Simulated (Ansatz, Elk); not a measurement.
# MgGaSi: X-ray structure factors from the self-consistent density

The structure of MgGaSi used here is made up (a known structure type with other elements) and was relaxed beforehand with PBE. The aim is the Fourier transform of its all-electron density, F(hkl), set beside the sum over free spherical atoms that refinements use.

Main program and level: Elk 11.2.3 (patched build); DFT, PBE, all-electron APW+lo, Dirac cores, scalar-relativistic bands, static density, no spin.

This account leaves out most program logs.

The structure was built from a prototype and need not be the compound's stable phase.

## Step 1: Starting point

Symmetry: P-6m2, No. 187, hexagonal system. The conventional cell has a = 4.120 Å, b = 4.120 Å, c = 4.006 Å, α = 90.00°, β = 90.00°, γ = 120.00°. Nearest to Ga lie 3 Si at 2.38 Å and 6 Mg at 3.11 Å. Nearest to Si lie 3 Ga at 2.38 Å and 6 Mg at 3.11 Å. Nearest to Mg lie 6 Ga at 3.11 Å and 6 Si at 3.11 Å. Farther neighbours are not listed.

Structure file:

```cif
data_structure
_symmetry_space_group_name_H-M 'P-6m2'
_symmetry_Int_Tables_number 187
_cell_length_a 4.1198
_cell_length_b 4.1198
_cell_length_c 4.0059
_cell_angle_alpha 90.000
_cell_angle_beta 90.000
_cell_angle_gamma 120.000
_cell_volume 58.88
loop_
_atom_site_label
_atom_site_type_symbol
_atom_site_symmetry_multiplicity
_atom_site_Wyckoff_symbol
_atom_site_fract_x
_atom_site_fract_y
_atom_site_fract_z
_atom_site_occupancy
Ga1 Ga 1 d 0.33333 0.66667 0.50000 1
Si1 Si 1 f 0.66667 0.33333 0.50000 1
Mg1 Mg 1 a 0.00000 0.00000 0.00000 1
```

## Step 2: Ground state and structure factors

An all-electron density is needed, since X-rays see the cores too. Task 0 finds the density and task 195 Fourier-transforms it; tshift is off so that phases refer to the origin typed.

elk.in

```
tasks
  0
  195

xctype
  20

spinpol
  .false.

rgkmax
  7.0

gmaxvr
  14.0

lmaxo
  7

lmaxapw
  8

swidth
  0.002

tshift
  .false.

ramdisk
  .false.

hmaxvr
  5.5

maxscl
  120

epspot
  1e-06

sppath
  './'

avec
  7.78520653047 0.00000000000 -0.00000000000
  -3.89260326523 6.74218662909 0.00000000000
  -0.00000000000 -0.00000000000 7.56997847342

atoms
  3
  'Ga.in'
  1
  0.3333333333 0.6666666667 0.5000000000   0.000000 0.000000 0.000000
  'Si.in'
  1
  0.6666666667 0.3333333333 0.5000000000   0.000000 0.000000 0.000000
  'Mg.in'
  1
  0.0000000000 0.0000000000 -0.0000000000   0.000000 0.000000 0.000000

ngridk
  6 6 6
```

The run is started by

```console
OMP_NUM_THREADS=4 elk
```

Run time: 13 s. Hardware: 4 threads of Arm Neoverse V2, shared host; peak memory 0.16 GiB; 37 s of CPU time.

SFACRHO.OUT:

```text

h k l indices transformed by vhmat matrix:
   1.000000000       0.000000000       0.000000000    
   0.000000000       1.000000000       0.000000000    
   0.000000000       0.000000000       1.000000000    

      h      k      l  multipl.   |H|            Re(F)            Im(F)           |F|

      0      0      0      1   0.0000000       56.999999      0.13074567E-16   56.999999    
      0      0     -1      2  0.83001363      -29.528757     -0.20719053E-13   29.528757    
      1      0      0      3  0.93192100      -9.6018433       13.879503       16.877085    
     -1      0      0      3  0.93192100      -9.6018433      -13.879503       16.877085    
     -1      0      1      6   1.2479581       26.490315       13.318652       29.650013    
      1      0     -1      6   1.2479581       26.490315      -13.318652       29.650013    
     -2      1      0      6   1.6141345       40.207960      0.90340942E-08   40.207960    
      0      0      2      2   1.6600273       39.915806     -0.36237715E-13   39.915806    
      1      1      1     12   1.8150352      -22.917175      0.86515840E-13   22.917175    
     -2      2      0      3   1.8638420      -7.3492493      -11.759453       13.867091    
      2     -2      0      3   1.8638420      -7.3492493       11.759453       13.867091    
      0      1      2      6   1.9037246      -7.5024444      -11.656174       13.861929    
      0     -1      2      6   1.9037246      -7.5024444       11.656174       13.861929    
      2     -2      1      6   2.0403014       21.872657      -11.255003       24.598541    
      0     -2      1      6   2.0403014       21.872657       11.255003       24.598541    
     -1      2     -2     12   2.3154094       34.346053      0.75902240E-08   34.346053    
     -1     -2      0      6   2.4656312      -6.7636840       10.083429       12.141786    
      1      2      0      6   2.4656312      -6.7636840      -10.083429       12.141786
```

Elk indexes on the primitive cell of elk.in and gives |H| = 4π sin θ/λ in inverse bohr. Below, one row stands for each form hkl of the conventional cell (m members, Friedel mates merged), F is for one primitive cell and the density is static (no thermal factor). Free-atom factors are Waasmaier and Kirfel's, and R is Σm||F|−|F'||/Σm|F|.

| hkl | m | sin θ/λ (Å⁻¹) | abs F, DFT | neutral atoms | diff. | abs of complex diff. |
| --- | --- | --- | --- | --- | --- | --- |
| 001 | 2 | 0.125 | 29.529 | 29.206 | +0.323 | 0.323 |
| 100 | 6 | 0.140 | 16.877 | 16.838 | +0.039 | 0.212 |
| 101 | 12 | 0.188 | 29.650 | 29.737 | -0.087 | 0.092 |
| 110 | 6 | 0.243 | 40.208 | 40.573 | -0.365 | 0.365 |
| 002 | 2 | 0.250 | 39.916 | 40.148 | -0.232 | 0.232 |
| 111 | 12 | 0.273 | 22.917 | 23.176 | -0.259 | 0.259 |
| 200 | 6 | 0.280 | 13.867 | 14.098 | -0.231 | 0.288 |
| 102 | 12 | 0.286 | 13.862 | 13.970 | -0.108 | 0.108 |
| 201 | 12 | 0.307 | 24.599 | 24.820 | -0.221 | 0.221 |
| 112 | 12 | 0.348 | 34.346 | 34.458 | -0.112 | 0.112 |
| 210 | 12 | 0.371 | 12.142 | 12.182 | -0.040 | 0.041 |
| 003 | 2 | 0.374 | 19.928 | 20.004 | -0.076 | 0.076 |
| 202 | 12 | 0.375 | 11.991 | 12.089 | -0.098 | 0.104 |
| 211 | 24 | 0.391 | 21.508 | 21.544 | -0.036 | 0.040 |
| 103 | 12 | 0.400 | 21.164 | 21.223 | -0.060 | 0.064 |
| 300 | 6 | 0.420 | 30.540 | 30.600 | -0.060 | 0.066 |
| 301 | 12 | 0.439 | 18.186 | 18.211 | -0.025 | 0.033 |
| 113 | 12 | 0.446 | 17.971 | 18.006 | -0.034 | 0.034 |

## Step 3: The highest occupied states alone

An energy window below the Fermi level keeps the highest occupied states, to see at which angles they scatter; shallow core shells can lie inside it and anion s states outside. No new self-consistency is needed.

elk.in: that of step 2 with these lines changed.

```diff
@@ -1,3 +1,2 @@
 tasks
-  0
   195
@@ -40,2 +39,5 @@
 
+wsfac
+  -0.156830 0.510660
+
 sppath
```

The run is started by

```console
OMP_NUM_THREADS=4 elk
```

Elapsed: 4.6 s, on 4 threads; peak memory 0.17 GiB; 5.6 s of CPU time.

States within 10 eV below the Fermi level hold 8.39 electrons; any levels below the window count with the cores, and a count that is not whole means the window cuts a band. Their amplitudes can exceed the total, where window and core parts have opposite phase:

| hkl | sin θ/λ (Å⁻¹) | abs F, window | abs F, all |
| --- | --- | --- | --- |
| 001 | 0.125 | 2.506 | 29.529 |
| 100 | 0.140 | 1.062 | 16.877 |
| 101 | 0.188 | 0.530 | 29.650 |
| 110 | 0.243 | 0.040 | 40.208 |
| 002 | 0.250 | 0.044 | 39.916 |
| 111 | 0.273 | 0.066 | 22.917 |
| 200 | 0.280 | 0.142 | 13.867 |
| 102 | 0.286 | 0.030 | 13.862 |
| 201 | 0.307 | 0.168 | 24.599 |
| 112 | 0.348 | 0.103 | 34.346 |

## Step 4: Another try

In this try the input is made faulty on purpose, to show what that does.

The input is changed as shown.

elk.in: that of step 3 with these lines changed.

```diff
@@ -1,2 +1,3 @@
 tasks
+  0
   195
@@ -10,3 +11,3 @@
 rgkmax
-  7.0
+  3.5
 
@@ -34,3 +35,3 @@
 maxscl
-  120
+  60
 
@@ -38,5 +39,2 @@
   1e-06
-
-wsfac
-  -0.156830 0.510660
```

The run is started by

```console
OMP_NUM_THREADS=4 elk
```

Elapsed: 9.4 s, on 4 threads; peak memory 0.17 GiB; 22 s of CPU time.

The run finished. A setting was moved off its sound value on purpose, so it serves as a test and not as the result.

The fault put into the input: a cutoff far too low.

Its structure factors differ from the first run's by R = 0.1 %.

## Step 5: Another functional

The difference from free atoms is small, so it is set against the change that PBEsol makes.

elk.in: that of step 4 with these lines changed.

```diff
@@ -5,3 +5,3 @@
 xctype
-  20
+  22
 
@@ -11,3 +11,3 @@
 rgkmax
-  3.5
+  7.0
 
@@ -35,3 +35,3 @@
 maxscl
-  60
+  120
```

The run is started by

```console
OMP_NUM_THREADS=4 elk
```

It took 13 s on 4 threads; peak memory 0.17 GiB; 37 s of CPU time.

Against the first run R = 0.04 %; the largest change is -0.018 at 300.

## Step 6: Basis size

The basis and the expansions that go with it are enlarged, to see whether the differences are converged.

elk.in: that of step 5 with these lines changed.

```diff
@@ -5,3 +5,3 @@
 xctype
-  22
+  20
 
@@ -11,12 +11,12 @@
 rgkmax
-  7.0
+  8.5
 
 gmaxvr
-  14.0
+  18.0
 
 lmaxo
-  7
+  9
 
 lmaxapw
-  8
+  10
```

The run is started by

```console
OMP_NUM_THREADS=4 elk
```

It took 35 s on 4 threads; peak memory 0.22 GiB.

Against the first run R = 0.00 %; the largest change is -0.002 at 203.

## Step 7: A coarser k-mesh

About half the k-points along each axis test the sampling.

elk.in: that of step 6 with these lines changed.

```diff
@@ -11,12 +11,12 @@
 rgkmax
-  8.5
+  7.0
 
 gmaxvr
-  18.0
+  14.0
 
 lmaxo
-  9
+  7
 
 lmaxapw
-  10
+  8
 
@@ -61,2 +61,2 @@
 ngridk
-  6 6 6
+  3 3 3
```

The run is started by

```console
OMP_NUM_THREADS=4 elk
```

Wall time 7.8 s (4 threads); peak memory 0.17 GiB.

Against the first run R = 0.01 %; the largest change is +0.068 at 001.

## Step 8: Settings against the effect

| run | R against the first run (%) | R against neutral atoms, low angle (%) | wall time |
| --- | --- | --- | --- |
| PBE, rgkmax 7 | 0.00 | 0.76 | 13 s |
| PBEsol | 0.04 | 0.78 | 13 s |
| rgkmax 8.5 with larger expansions | 0.00 | 0.76 | 35 s |
| k-mesh 3×3×3 | 0.01 | 0.80 | 7.8 s |

## Step 9: Outcome

- R against neutral atoms, sin θ/λ < 0.3 Å⁻¹: 0.76 %
- R against neutral atoms, 0.3 to 0.82 Å⁻¹: 0.21 %

In words: Independent neutral atoms miss the calculated amplitudes by R = 0.76 % below 0.3 Å⁻¹ and 0.21 % from there to 0.82 Å⁻¹; by shells, 0.55 % below 0.15 Å⁻¹ (2 forms), 0.79 % 0.15 to 0.3 (6 forms), 0.33 % 0.3 to 0.45 (11 forms), 0.18 % above 0.45 (61 forms). Bonding, aspherical density and the tables' own atoms all enter these figures, and the runs don't part them. The largest change of an amplitude is -0.36 electrons, at 110. R counts amplitudes alone; phases shift too. The window's part falls from 8.4 electrons at the origin to at most 0.17 between 0.45 and 0.82 Å⁻¹. Below 0.3 Å⁻¹ the changes that finished (PBEsol, rgkmax 8.5 with larger expansions and k-mesh 3×3×3) move F by R = 0.07 % at most, against the 0.76 % that separates it from free atoms. Part of the difference isn't bonding: the tables are fits to free atoms and ions calculated by other methods than this functional. Thermal motion, anomalous dispersion and extinction are left out.

[Logs are printed without paths, hosts, clocks, repeated set-up lines and the standing remarks that a program may print on its own settings, such as how far it seeks lower states.]

[Hosts, paths, dates, database ids (printed as entryN), source tags and the programs' standing remarks are cut or masked in the printed files.]
